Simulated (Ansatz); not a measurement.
## Grüneisen parameters and expansion of SiC (Moissanite 3C, F-43m)

Wanted: mode Grüneisen parameters of SiC (Moissanite 3C) and a free-energy fit over volumes.

Program: Ansatz 0.2.0. Level of theory: DFT LDA, scalar-relativistic, plane waves, PAW. Results are calculated unless marked as measured.

### Step 1. Set-up

Symmetry: F-43m, No. 216, cubic system. Conventional cell: a = 4.358 Å, b = 4.358 Å, c = 4.358 Å, α = 90.00°, β = 90.00°, γ = 90.00°. Si has 4 C at 1.89 Å nearest. Nearest to C lie 4 Si at 1.89 Å. Farther neighbours are not listed.

### Step 2. A first coarse run

Before spending time, one coarse run tells the gap and the pressure of the starting cell.

The input, input.yaml:

```yaml
crystal:
  lattice:
    - [0.0, 2.179, 2.179]
    - [2.179, 0.0, 2.179]
    - [2.179, 2.179, 0.0]
  atoms:
    - { symbol: Si, position: [0.0, 0.0, 0.0] }
    - { symbol: C, position: [0.25, 0.25, 0.25] }
kpoints:
  mp_grid: { grid: [8, 8, 8] }
hamiltonian:
  xc: lda
scf:
  occupations: { method: gaussian, width: 0.1 }
output:
  forces: true
  stress: true
  eigenvalues: true
```

Started as:

```sh
$ ansatz run input.yaml --threads 4 --pin off --max-ram 8192MiB --backend cpu --events-out ev --progress --plain --runs-dir out
```

Numbers of over 12 decimals in the logs are rounded to 6 here.

What it wrote:

```text
Engine: ansatz 0.2.0, aarch64-unknown-linux-gnu
Pseudopotentials: kind: paw
Pseudopotential: Si, paw, valence charge 4, recommended cutoff 420 eV (normal), Si.paw.azcp
Pseudopotential: C, paw, valence charge 4, recommended cutoff 420 eV (normal), C.paw.azcp
Functional definition: SPW92
  exchange = slater_x
  correlation = pw_c
Crystal: 2 atoms, lattice volume = 20.692 Å³
Basis set: ecut = 420 eV, 411 PW (Γ)
Bands: 8, of which v1, the nominal top of the filled ones, is band 4 counted from 1 (3 counted from 0)
Symmetry: 24 space group operations
Space group: F-43m (ITA 216), of the structure as read, at distance tolerance 2.7e-5 Å
k-points: 29 of 512 (time reversal used)
Non-local potential: Si, projectors of the file, l = 0: 2, l = 1: 2, l = 2: 2
Non-local potential: C, projectors of the file, l = 0: 2, l = 1: 2, l = 2: 1
PAW form: soft (Blöchl's): semilocal exchange-correlation on the pseudo side does not see the compensation charge
PAW frozen core: Si, regenerated for the run's functional, and the local potential with it (the file was generated under x = pbe(κ = 0.804, μ = 0.219515), c = pbe(β = 0.066725))
PAW frozen core: C, regenerated for the run's functional, and the local potential with it (the file was generated under x = pbe(κ = 0.804, μ = 0.219515), c = pbe(β = 0.066725))
PAW one-centre angular grid: Si, 110 points (default); XC on 64 Gauss nodes
PAW one-centre angular grid: C, 110 points (default); XC on 64 Gauss nodes
Initial density: superposition of atomic densities (neutral atoms: chi_scale 0, normalization atom), corrected by the library's trained network
Initial wavefunctions: pseudopotential atomic-orbital guess
Functional: x = slater, c = lda
SCF iter   1: F=—  HF=-852.197405 eV  |F-HF|=—  |Δ(HF+E_count)|=         —  Δρ=7.61e-3  dr2=1.25e-2  ethr=1.77e-3  ⟨swp⟩=5.3  Hψ=1869  notcnv=0
preconditioner: auto → none  [insulator: Δε(μ)=1.242 eV  Ē_g=13.885 eV  σ=0.100 eV  W_gap=1.00  n_scr=0 (ndim 8)  ℏωp=23.1 eV  f_vac=0.000  D(μ)=0.00/eV (n_scr^D=0)  ε∞_Penn≈3.8]
SCF iter   2: F=—  HF=-852.194025 eV  |F-HF|=—  |Δ(HF+E_count)|=   3.38e-3  Δρ=3.54e-3  dr2=1.29e-3  ethr=1.56e-4  ⟨swp⟩=1.3  Hψ=485  notcnv=0
SCF iter   3: F=—  HF=-852.193677 eV  |F-HF|=—  |Δ(HF+E_count)|=   3.48e-4  Δρ=1.47e-3  dr2=1.77e-4  ethr=1.61e-5  ⟨swp⟩=2.6  Hψ=338  notcnv=0
SCF iter   4: F=—  HF=-852.193635 eV  |F-HF|=—  |Δ(HF+E_count)|=   4.22e-5  Δρ=2.49e-4  dr2=5.47e-6  ethr=2.21e-6  ⟨swp⟩=1.0  Hψ=232  notcnv=0
SCF iter   5: F=—  HF=-852.193636 eV  |F-HF|=—  |Δ(HF+E_count)|=   7.47e-7  Δρ=1.25e-5  dr2=1.39e-8  ethr=6.83e-8  ⟨swp⟩=1.7  Hψ=294  notcnv=0
SCF iter   6: F=-852.193636 eV  HF=-852.193636 eV  |F-HF|=5.93e-11  |Δ(HF+E_count)|=   4.71e-9  Δρ=1.58e-6  dr2=1.83e-10  ethr=1.73e-10  ⟨swp⟩=1.9  Hψ=750  notcnv=0
SCF 1 converged in 6 iterations: F = -852.193636 eV  dr2 = 1.83e-10
  greatest PAW one-centre occupation: 0.637 electrons in one spin orbital (limit 2), on the C atom at site 1 (counted from 0), in its partial waves of l = 0
SCF converged after 6 iterations
Free energy (F): -852.193636 eV
Harris-Foulkes:  -852.193636 eV  (|F-HF|=5.93e-11)
Internal energy: -852.193636 eV  (E = F + TS)
E sigma→0 (E₀):  -852.193636 eV
Fermi energy:    9.903087 eV
--- Per-component energies (eV) ---
  E_band       = 27.050034
  E_kinetic    = 135.709343
  E_local      = -106.266862  (includes V_loc(G=0)·N_el)
  E_nonlocal   = 53.906257
  E_hartree    = 31.776277
  E_xc         = -104.703463
  E_vxc        = -109.365151  (∫ρ·V_xc dr)
  E_paw        = -577.978583  (= ΣΔE_a)
  E_vpaw       = -10.486055  (= ΣTr[D̂ρ^β])
  E_aug_tail   = 0.000012  (compensation charges beyond the density's cutoff)
  E_ewald      = -284.783780
  E_core_change = 0.147163  (= ΣΔE_core)
  E_smearing   = -0.000000  (= −TS)
  E_closure    = 0.000000  (closes the sum)
  Σ components = -852.193636   (vs F -852.193636, Δ=0.00e0)
--- Forces (eV/Å), atoms counted from 1 ---
  atom   1  Si     0.00000000    -0.00000000    -0.00000000
  atom   2  C     -0.00000000     0.00000000    -0.00000000
  max |Σ_I F_I| component: 1.85e-16 eV/Å
--- Stress (GPa, compression-positive) ---
       -4.426917      -0.000000      -0.000000
        0.000000      -4.426917       0.000000
       -0.000000       0.000000      -4.426917
  P = ⅓ Tr σ = -4.4269 GPa (-44.269 kbar)
--- Band table (eV; the first three rows and the last of 29) ---
  k-point 0: bands = ["-6.0742", "9.2450", "9.2450", "9.2450", "15.5117", "16.4434", "16.4434", "16.4434"]
  k-point 1: bands = ["-5.7685", "7.7748", "9.0432", "9.0432", "15.6891", "16.7930", "16.7930", "16.9950"]
  k-point 2: bands = ["-4.8730", "4.9736", "8.6367", "8.6367", "15.1792", "17.0484", "17.0484", "18.4876"]
  k-point 28: bands = ["-0.7285", "2.2095", "4.2273", "4.5363", "14.3832", "18.5740", "18.6079", "18.8651"]
```

It took 0.28 s on 4 threads of Arm Neoverse V2, shared host; peak memory 0.24 GiB; 0.71 s of CPU time.

Numbers from this step:

```yaml
pressure: -4.427 GPa
gap_on_the_k_mesh: 1.316 eV
volume_per_atom: 10.35 Å³
```

The start is under -4.4 GPa at this level and looks like an insulator or semiconductor on this mesh.

### Step 3. Finding the static equilibrium

Phonons are second derivatives about a minimum, so cell and atoms are relaxed first, inside the symmetry of the start.

input.yaml, the sections that differ from step 2:

```yaml
kpoints:
  mp_grid: { grid: [10, 10, 10] }
scf:
  occupations: { method: gaussian, width: 0.02 }
output:
  forces: true
  stress: true
  eigenvalues: true
  write_density: true
  write_potential: true
  elf: true
  volumetric_format: npy
relax:
  adjacent_minimum: "off"
  f_tol: 0.005
  max_steps: 80
  cell: { stress_tol: 0.05 }
# crystal, hamiltonian: as in step 2
```

What it wrote:

```text
[...]
Crystal: 2 atoms, lattice volume = 20.692 Å³
Basis set: ecut = 420 eV, 411 PW (Γ)
Bands: 8, of which v1, the nominal top of the filled ones, is band 4 counted from 1 (3 counted from 0)
Symmetry: 24 space group operations
[...]
k-points: 47 of 1000 (time reversal used)
[...]
SCF iter   1: F=—  HF=-852.198614 eV  |F-HF|=—  |Δ(HF+E_count)|=         —  Δρ=7.66e-3  dr2=1.27e-2  ethr=1.77e-3  ⟨swp⟩=6.2  Hψ=3178  notcnv=0
[...]
SCF iter   6: F=-852.194827 eV  HF=-852.194827 eV  |F-HF|=6.25e-11  |Δ(HF+E_count)|=   5.04e-9  Δρ=1.63e-6  dr2=2.04e-10  ethr=1.42e-10  ⟨swp⟩=4.9  Hψ=1781  notcnv=0
SCF 1 converged in 6 iterations: F = -852.194827 eV  dr2 = 2.04e-10
[...]
relax step   1: F+E_penalty+E_count = -852.19482739 eV  Δ(F+E_penalty+E_count) = +0.000e0 eV  max|allowed force component| = 4.441e-16 eV/Å  Δτ_max = 0.0000 Å  P = -4.424 GPa  Ω = 20.692 Å³  (6 SCF iters, dr2 threshold 1.00e-7 eV, accepted)
Crystal: 2 atoms, lattice volume = 20.474 Å³
[...]
iter 1 solved again at ethr=2.46e-5 eV; its pass at ethr=3.10e-3 eV (dr2=1.97e-3 eV) is discarded
[...]
SCF iter   4: F=-852.199807 eV  HF=-852.199807 eV  |F-HF|=6.31e-9  |Δ(HF+E_count)|=   2.85e-6  Δρ=2.28e-5  dr2=6.04e-8  ethr=2.50e-9  ⟨swp⟩=6.2  Hψ=2137  notcnv=0
SCF 2 converged in 4 iterations: F = -852.199807 eV  dr2 = 6.04e-8
[...]
relax step   2: F+E_penalty+E_count = -852.19980703 eV  Δ(F+E_penalty+E_count) = -4.980e-3 eV  max|allowed force component| = 1.527e-16 eV/Å  Δτ_max = 0.0000 Å  P = -2.093 GPa  Ω = 20.474 Å³  energy of the carried Pulay correction = +5.403e-4 eV  (4 SCF iters, dr2 threshold 2.00e-7 eV, accepted)
Crystal: 2 atoms, lattice volume = 20.283 Å³
[...]
SCF iter   4: F=-852.201512 eV  HF=-852.201512 eV  |F-HF|=4.73e-9  |Δ(HF+E_count)|=   2.28e-6  Δρ=2.12e-5  dr2=5.19e-8  ethr=2.50e-9  ⟨swp⟩=6.1  Hψ=2079  notcnv=0
SCF 3 converged in 4 iterations: F = -852.201512 eV  dr2 = 5.19e-8
[...]
relax step   3: F+E_penalty+E_count = -852.20151202 eV  Δ(F+E_penalty+E_count) = -1.705e-3 eV  max|allowed force component| = 1.203e-16 eV/Å  Δτ_max = 0.0000 Å  P = +0.060 GPa  Ω = 20.283 Å³  energy of the carried Pulay correction = +1.021e-3 eV  (4 SCF iters, dr2 threshold 2.00e-7 eV, accepted)
[...]
relax step   4: F+E_penalty+E_count = -852.20149978 eV  Δ(F+E_penalty+E_count) = +1.224e-5 eV  max|allowed force component| = 1.527e-16 eV/Å  Δτ_max = 0.0000 Å  P = +0.000 GPa  Ω = 20.288 Å³  energy of the carried Pulay correction = +1.007e-3 eV  (3 SCF iters, dr2 threshold 8.87e-9 eV, accepted)
[...]
relax step   5: F+E_penalty+E_count = -852.20053160 eV  Δ(F+E_penalty+E_count) = +9.682e-4 eV  max|allowed force component| = 1.619e-16 eV/Å  Δτ_max = 0.0000 Å  P = -0.077 GPa  Ω = 20.288 Å³  stress off target by 7.74e-2 GPa  SCF on the basis re-selected at this cell (its energy is not comparable with the rows above)  (5 SCF iters)
[...]
relax step   6: F+E_penalty+E_count = -852.20055029 eV  Δ(F+E_penalty+E_count) = -1.869e-5 eV  max|allowed force component| = 1.480e-16 eV/Å  Δτ_max = 0.0000 Å  P = +0.000 GPa  Ω = 20.281 Å³  energy of the carried Pulay correction = +1.705e-5 eV  (3 SCF iters, dr2 threshold 1.50e-8 eV, accepted)
[...]
SCF iter   3: F=-852.200550 eV  HF=-852.200550 eV  |F-HF|=6.82e-13  |Δ(HF+E_count)|=  4.23e-10  Δρ=2.25e-7  dr2=5.75e-12  ethr=1.00e-12  ⟨swp⟩=4.0  Hψ=1682  notcnv=0
SCF 7 converged in 3 iterations: F = -852.200550 eV  dr2 = 5.75e-12
relax step   7: F+E_penalty+E_count = -852.20055029 eV  Δ(F+E_penalty+E_count) = -7.218e-10 eV  max|allowed force component| = 1.295e-16 eV/Å  Δτ_max = 0.0000 Å  P = +0.000 GPa  Ω = 20.281 Å³  stress off target by 2.17e-4 GPa  SCF on the basis re-selected at this cell (its energy is not comparable with the rows above)  (3 SCF iters)
basis re-selected at this cell: Δ(F+E_penalty+E_count) = -7.218e-10 eV, ΔP = +0.000 GPa vs the last step (what re-selecting the basis moved, of the pressure what is left beyond the Pulay correction that the steps carried, after the strain that the cell walked since its last selection, with what the two solves' SCF thresholds leave and, on support functions, any second-order correction that the steps lacked; it is no  [...]
SCF converged after 3 iterations
Free energy (F): -852.200550 eV
[...]
Internal energy: -852.200550 eV  (E = F + TS)
E sigma→0 (E₀):  -852.200550 eV
Fermi energy:    10.147404 eV
[...]
--- Stress (GPa, compression-positive) ---
        0.000217      -0.000000      -0.000000
       -0.000000       0.000217      -0.000000
       -0.000000      -0.000000       0.000217
  P = ⅓ Tr σ = 0.0002 GPa (0.002 kbar)
--- Band table (eV; the first three rows and the last of 47) ---
[...]
--- Relaxed structure (5 steps of the walk, 5 accepted, 2 SCFs on fresh bases) ---
  F+E_penalty+E_count = -852.20055029 eV   max|allowed force component| = 1.295e-16 eV/Å   (the final SCF, on the basis selected at the relaxed cell)
  cell:  # Å, volume = 20.2812 Å³
    - [0, 2.164484, 2.164484]
    - [2.164484, 0, 2.164484]
    - [2.164484, 2.164484, 0]
  atoms:
    - { symbol: Si, position: [0, 0, 0] }
    - { symbol: C, position: [0.250000, 0.250000, 0.250000] }
```

Elapsed: 2.2 s, on 4 threads; peak memory 0.28 GiB; 7.4 s of CPU time.

Step by step:

```
step  energy less that of the first step (eV)  largest force component (eV/Å)  pressure (GPa)  volume (Å³)
   1                                   0.0000                          0.0000           -4.42        20.69
   2                                  -0.0050                          0.0000           -2.09        20.47
   3                                  -0.0067                          0.0000            0.06        20.28
   4                                  -0.0067                          0.0000            0.00        20.29
  5*                                  -0.0057                          0.0000           -0.08        20.29
   6                                  -0.0057                          0.0000            0.00        20.28
  7*                                  -0.0057                          0.0000            0.00        20.28
```

Relaxation steps marked * repeat the geometry before them on a plane-wave basis chosen anew for their cell, so energy and pressure can jump there.

The run keeps the 24 symmetry operations that it works with, so distortions that break them were not tested.

```
conventional cell, symmetrised  before  after  change
                         a (Å)   4.358  4.329  -0.7 %
                         b (Å)   4.358  4.329  -0.7 %
                         c (Å)   4.358  4.329  -0.7 %
              volume (Å³/atom)   10.35  10.14  -2.0 %
```

The relaxed structure:

```
Si C
1.0
     0.00000    2.16448    2.16448
     2.16448    0.00000    2.16448
     2.16448    2.16448    0.00000
Si C
1 1
Direct
  0.00000 0.00000 0.00000
  0.25000 0.25000 0.25000
```

This step gave:

```
pressure          : 2.17e-4 GPa
gap on the k-mesh : 1.300 eV
volume per atom   : 10.14 Å³
```

Valence density in the ac plane of a cell with a along [110], b along [-110] and c along [001] of the cube at fractional y = 0.000, with atoms of Si and C within 0.2 Å of it. It is the smooth field of the valence electrons, not physical close to the nuclei.

Values in e/Å³, 7 rows by 16 columns, each cell a mean:
```
0.2 0.5 0.8 1.0 1.0 0.9 0.7 0.3 0.2 0.5 0.8 1.0 1.0 0.9 0.7 0.3
0.3 0.5 1.1 1.7 1.8 1.4 0.7 0.4 0.3 0.5 1.1 1.7 1.8 1.4 0.7 0.4
0.1 0.2 0.6 1.1 1.2 0.8 0.3 0.1 0.1 0.2 0.6 1.1 1.2 0.8 0.3 0.1
0.1 0.1 0.2 0.3 0.3 0.2 0.1 0.1 0.1 0.1 0.2 0.3 0.3 0.2 0.1 0.1
0.1 0.1 0.1 0.1 0.1 0.1 0.1 0.1 0.1 0.1 0.1 0.1 0.1 0.1 0.1 0.1
0.3 0.3 0.2 0.1 0.1 0.1 0.2 0.3 0.3 0.3 0.2 0.1 0.1 0.1 0.2 0.3
0.1 0.3 0.3 0.3 0.2 0.3 0.3 0.2 0.1 0.3 0.3 0.3 0.2 0.3 0.3 0.2
```
Columns run along a (6.1 Å), rows up along c (4.3 Å), edges of the conventional cell, whose origin can differ from the input's. Atoms in or near the plane, at fractional coordinates: Si at (0.50, 0.00), Si at (0.00, 0.00), C at (0.75, 0.75), C at (0.25, 0.75).

ELF in the ac plane of a cell with a along [110], b along [-110] and c along [001] of the cube at fractional y = 0.000, with atoms of Si and C within 0.2 Å of it. It is the smooth field of the valence electrons, not physical close to the nuclei.

Values, 7 rows by 16 columns, each cell a mean:
```
0.29 0.69 0.88 0.78 0.73 0.86 0.82 0.43 0.29 0.69 0.88 0.78 0.73 0.86 0.82 0.43
0.41 0.72 0.79 0.41 0.24 0.69 0.80 0.54 0.41 0.72 0.79 0.41 0.24 0.69 0.80 0.54
0.12 0.34 0.60 0.64 0.62 0.65 0.47 0.18 0.12 0.34 0.60 0.64 0.62 0.65 0.47 0.18
0.03 0.08 0.25 0.47 0.51 0.35 0.13 0.04 0.03 0.08 0.25 0.47 0.51 0.35 0.13 0.04
0.15 0.12 0.08 0.09 0.09 0.08 0.10 0.14 0.15 0.12 0.08 0.09 0.09 0.08 0.10 0.14
0.36 0.31 0.19 0.09 0.07 0.14 0.26 0.35 0.36 0.31 0.19 0.09 0.07 0.14 0.26 0.35
0.24 0.24 0.45 0.44 0.41 0.47 0.34 0.20 0.24 0.24 0.45 0.44 0.41 0.47 0.34 0.20
```
Columns run along a (6.1 Å), rows up along c (4.3 Å), edges of the conventional cell, whose origin can differ from the input's. Atoms in or near the plane, at fractional coordinates: Si at (0.50, 0.00), Si at (0.00, 0.00), C at (0.75, 0.75), C at (0.25, 0.75).

Electrostatic potential energy in the ac plane of a cell with a along [110], b along [-110] and c along [001] of the cube at fractional y = 0.000, with atoms of Si and C within 0.2 Å of it. With pseudopotentials it is smooth inside the atoms' cores, unlike the true potential.

Ten even steps from '_' (-57 eV) to '@' (13 eV), each cell a mean:
```
__--##%%%%%%##::__..++%%%%%%%%++..
==**%%++--++%%**==++####====####++
%%%%##::__::##%%%%%%%%++____++%%%%
@@@@%%--__--%%@@@@@@@@**....**@@@@
@@@@@@##**##@@@@@@@@@@%%**##%%@@@@
@@@@@@@@@@@@@@@@@@@@@@@@@@@@@@@@@@
@@@@@@@@@@@@@@@@@@@@@@@@@@@@@@@@@@
@@@@@@@@@@@@@@@@@@@@@@@@@@@@@@@@@@
@@@@@@@@@@@@@@@@@@@@@@@@@@@@@@@@@@
**%%@@@@@@@@@@##**##%%@@@@@@@@%%##
::==##@@@@@@##==::--**%%@@@@%%**--
__::**@@@@@@**::____==%%@@@@%%==__
```
Columns run along a (6.1 Å; values clipped at the 3rd and 97th percentile), rows up along c (4.3 Å), edges of the conventional cell, whose origin can differ from the input's. Atoms in or near the plane, at fractional coordinates: Si at (0.50, 0.00), Si at (0.00, 0.00), C at (0.75, 0.75), C at (0.25, 0.75).

The relaxation ends with a pressure of 0.00 GPa.

### Step 4. Tight relaxation

The thresholds are tightened for a last relaxation ahead of the phonons, and where mesh or smearing change with them the cell follows.

The input, input.yaml:

```yaml
crystal:
  lattice:
    - [0.0, 2.164484123, 2.164484123]
    - [2.164484123, 0.0, 2.164484123]
    - [2.164484123, 2.164484123, 0.0]
  atoms:
    - { symbol: Si, position: [0.0, 0.0, 0.0] }
    - { symbol: C, position: [0.25, 0.25, 0.25] }
kpoints:
  mp_grid: { grid: [12, 12, 12] }
hamiltonian:
  xc: lda
scf:
  occupations: { method: fixed }
output:
  forces: true
  stress: true
  eigenvalues: true
relax:
  adjacent_minimum: "off"
  f_tol: 0.001
  max_steps: 60
  cell: { stress_tol: 0.01 }
```

What it wrote:

```text
[...]
Crystal: 2 atoms, lattice volume = 20.281 Å³
Basis set: ecut = 420 eV, 411 PW (Γ)
Bands: 8, of which v1, the nominal top of the filled ones, is band 4 counted from 1 (3 counted from 0)
Symmetry: 24 space group operations
[...]
k-points: 72 of 1728 (time reversal used)
[...]
P = ⅓ Tr σ = 0.0016 GPa (0.016 kbar)
--- Band table (eV; the first three rows and the last of 72) ---
[...]
--- Relaxed structure (1 steps of the walk, 1 accepted, 1 SCFs on fresh bases) ---
[...]
cell:  # Å, volume = 20.2812 Å³
    - [0.0, 2.164484123, 2.164484123]
    - [2.164484123, 0.0, 2.164484123]
    - [2.164484123, 2.164484123, 0.0]
  atoms:
    - { symbol: Si, position: [0.0, 0.0, 0.0] }
    - { symbol: C, position: [0.25, 0.25, 0.25] }
[key lines of the parts left out:]
SCF converged after 4 iterations
Free energy (F): -852.200735 eV
Fermi energy:    9.497009 eV
```

Wall time 0.95 s (4 threads); peak memory 0.28 GiB.

Little changed from the start: no atom moved by 0.005 Å and no cell edge by 0.1 %.

Numbers from this step:

```
pressure          : 0.001573 GPa
gap on the k-mesh : 1.301 eV
```

The residual pressure is 0.0016 GPa, small enough for phonons.

[end of part 1 of 4]

[Logs are printed without paths, hosts, clocks, repeated set-up lines and the standing remarks that a program may print on its own settings, such as how far it seeks lower states.]

[Hosts, paths, dates, database ids (printed as entryN), source tags and the programs' standing remarks are cut or masked in the printed files.]

[A step with changed settings may run another functional than the one named; its input shows which.]

[Of the runs on displaced cells, only some may be shown.]
